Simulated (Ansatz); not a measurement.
# The perfect Au wire along [111], 7 atoms a period, part 2 of 2

Aim: is the Au wire along [111], 7 atoms a period a metal or a semiconductor?

Ansatz 0.2.0; DFT PBE, plane waves, PAW; relaxation of a wire's period; PAW set soft_1 (the session's first sound run).

So far: The structure; Relaxation of atoms and period.

## 2. Relaxation of atoms and period (continued)

Step by step:

```tsv
step	energy less that of the first step (eV)	largest force component (eV/Å)	pressure (GPa)	volume (Å³)
1	0.0000	1.0025	-1.69	715.77
2	-0.5202	1.0123	0.75	680.78
3	-0.7910	0.1056	-0.24	666.83
4	-0.8818	0.0607	0.01	637.51
5	-0.8893	0.0181	0.02	627.13
6	-0.8896	0.0025	0.06	625.41
7*	-0.8850	0.0029	0.05	625.41
```

Relaxation steps marked * repeat the geometry before them on a plane-wave basis chosen anew for their cell, so energy and pressure can jump there.

The run keeps the 4 symmetry operations that it works with, so distortions that break them were not tested.

```tsv
cell as run	before	after	change
c (Å)	7.205	6.296	-12.6 %
```

The atoms that moved most (Å, along periodic axes as changes of fractional coordinates times the final cell, across vacuum about the mean position):

```tsv
atom	dx	dy	dz	length
Au3	0.000	0.025	-0.012	0.027
Au6	0.000	-0.025	0.012	0.027
Au2	-0.016	-0.016	-0.006	0.023
Au4	0.016	-0.016	-0.006	0.023
Au5	-0.016	0.016	0.006	0.023
Au7	0.016	0.016	0.006	0.023
```

Numbers from this step:

- energy at zero smearing: -92051.5020 eV
- cell length along the wire: 6.296 Å

The cell's length comes to 6.296 Å with spin left out. That is -13 % against the start, more than a small adjustment.

The cell shrank by 12.6 % in its periodic edges. From the first step to the last the energy fell by 0.885 eV, across changes of basis, and the largest move was 0.027 Å (Au3 and 1 other atom alike).

## 3. The perfect wire

This step: DFT PBE, plane waves, PAW; bands of a perfect wire; PAW set soft_1 (Ansatz 0.2.0).

At the relaxed period the bands are computed along the axis; those that cross an energy going forward count the channels that a perfect wire would open there.

input.yaml

```yaml
crystal:
  lattice:
    - [9.742, 0.0, 0.0]
    - [0.0, 10.197, 0.0]
    - [0.0, 0.0, 6.2957291856]
  atoms:
    - { symbol: Au, position: [0.499977633, 0.49998165, 0.0] }
    - { symbol: Au, position: [0.347398274, 0.415148411, 0.332459718] }
    - { symbol: Au, position: [0.499977633, 0.668969678, 0.331483263] }
    - { symbol: Au, position: [0.652556992, 0.415148411, 0.332459718] }
    - { symbol: Au, position: [0.347398274, 0.58481489, 0.667540282] }
    - { symbol: Au, position: [0.499977633, 0.330993623, 0.668516737] }
    - { symbol: Au, position: [0.652556992, 0.58481489, 0.667540282] }
kpoints:
  mp_grid: { grid: [1, 1, 13] }
  band_path: { path: ["Γ", Z], npoints: 90 }
scf:
  occupations: { method: fermi_dirac, width: 0.05 }
hamiltonian:
  xc: pbe
  pseudopotentials: { kind: paw, azcp: { folder: soft_1 } }
output:
  dos: { e_range: [-5, 4] }
  write_potential: true
  write_density: true
  volumetric_format: npy
```

Run with:

```sh
$ ansatz run input.yaml --threads 4 --pin off --max-ram 16384MiB --backend cpu --events-out ev --progress --plain --runs-dir out
```

Numbers of over 12 decimals in the logs are rounded to 6 here.

Log:

```text
[...]
Crystal: 7 atoms, lattice volume = 625.413 Å³
Basis set: ecut = 420 eV, 12267 PW (Γ)
Bands: 80, of which v1, the nominal top of the filled ones, is band 67 counted from 1 (66 counted from 0)
Symmetry: 4 space group operations
[...]
k-points: 7 of 13
[...]
SCF iter   9: F=-92051.524689 eV  HF=-92051.524689 eV  |F-HF|=3.55e-9  |Δ(HF+E_count)|=   5.46e-7  Δρ=1.70e-6  dr2=2.24e-8  ethr=7.52e-11  ⟨swp⟩=13.1  Hψ=2076  notcnv=0
SCF 1 converged in 9 iterations: F = -92051.524689 eV  dr2 = 2.24e-8
[...]
NSCF: frozen V_eff on 91 k-points
WARN: The output density's exchange-correlation potential varies sharply where the density is thin. Do not read a vacuum level from v_tot or v_xc, or from such a field of the output density. On a cell that repeats whose density bears no net charge and no dipole along the vacuum's axis use v_es (v_loc + v_h of the components); under efield.dipole_correction with no amplitude use v_es + v_field, which holds any externa [...]
SCF converged after 9 iterations
Free energy (F): -92051.524689 eV
[...]
Internal energy: -92051.492009 eV  (E = F + TS)
E sigma→0 (E₀):  -92051.508349 eV
Entropy (-TS):   -0.032680 eV (-4.669 meV/atom)
Fermi energy:    -0.514840 eV
[...]
--- Band table (eV; the first three rows and the last of 7) ---
  k-point 0: bands = [... 63 lower, -1.7107, -1.1353, -1.1125, -0.1546, 0.4580, 1.3090, 1.4180, 2.3477, ... 9 higher]
  k-point 1: bands = [... 63 lower, -1.7150, -1.1179, -1.0952, -0.4240, 0.7786, 1.2955, 1.3991, 2.3909, ... 9 higher]
  k-point 2: bands = [... 63 lower, -1.7270, -1.0633, -1.0406, -0.7977, 1.2390, 1.2885, 1.3261, 2.5349, ... 9 higher]
  k-point 6: bands = [... 63 lower, -1.6795, -1.4806, -0.4480, -0.4270, 0.2894, 0.3229, 2.2438, 2.3790, ... 9 higher]
```

Wall time 23 s (4 threads of Intel Xeon Platinum 8488C (Sapphire Rapids), shared host); peak memory 2.5 GiB; 89 s of CPU time.

In the SCF lines HF is the Harris–Foulkes energy and dr2 the Hartree energy of the density residual, in eV; the loop may stop once dr2 is under the threshold and the program's other checks hold. Hψ counts applications of the Hamiltonian.

This step gave:

| Property | Result |
| --- | --- |
| energy at zero smearing | -92051.5083 eV |
| band gap | 0 eV |

Electronic bands along the path, in eV, zero at the Fermi level:

```tsv
point	band 64	band 65	band 66	band 67	band 68	band 69	band 70	band 71
Γ	-1.20	-0.62	-0.60	0.36	0.97	1.82	1.93	2.86
halfway	-1.23	-0.64	-0.42	-0.40	1.56	1.62	2.36	2.91
Z	-1.16	-0.97	0.10	0.12	0.76	0.79	2.76	2.89
```

Between Γ and Z the bands cross the Fermi level 3 times, so a perfect wire would conduct at least 3 G₀, with spin left out.

## 4. Outcome

```
cell length, PBE                                            : 6.296 Å
ballistic conductance by band crossings, a lower bound, PBE : 3 G₀
```

Under PBE the cell's length is 6.30 Å, and the bands cross the Fermi level 3 times between Γ and Z, which gives a perfect wire at least 3 G₀ (opposite crossings within one step of the path cancel in such a count). Spin-orbit coupling is left out, which matters for the bands of heavy atoms.

[Logs are printed without paths, hosts, clocks, repeated set-up lines and the standing remarks that a program may print on its own settings, such as how far it seeks lower states.]

[Hosts, paths, dates, database ids (printed as entryN), source tags and the programs' standing remarks are cut or masked in the printed files.]
